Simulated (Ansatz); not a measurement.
Rows from a G0W0 calculation on BaIBr (Pnma) (Ansatz 0.2.0; G0W0 on PBEsol, plane waves, PAW; 2×2×2 mesh, 485 empty bands, screening to 60 eV), in eV. Spin-orbit coupling is left out.

| row | Σx | Σc | Vxc | Z |
| --- | --- | --- | --- | --- |
| A | -5.89 | -3.59 | -10.29 | 0.83 |
| B | -5.04 | -3.49 | -9.30 | 0.82 |
| C | -18.29 | 2.27 | -15.21 | 0.79 |
| D | -18.04 | 2.14 | -15.14 | 0.79 |
| E | -5.52 | -3.63 | -10.02 | 0.82 |
| F | -18.27 | 2.22 | -15.27 | 0.79 |

**Question.** Which rows are filled states and which are empty ones, and how can one tell?

Filled: C, D and F. Empty: A, B and E. The sign of Σc tells: for a filled state bare exchange, which holds its interaction with itself, lies below Vxc (Σx − Vxc is -2.9 eV or lower here) and screening gives part back as a positive Σc. For an empty state Σx lies above Vxc (+4.3 eV or more) and the Coulomb hole leaves Σc negative.

[Runs of the session that timed out or met a known fault of the program may be left out.]

[Cells called generated may have been cut or substituted from an entry of the Crystallography Open Database or the Materials Project.]

[Hosts, paths, dates, database ids (printed as entryN), source tags and the programs' standing remarks are cut or masked in the printed files.]
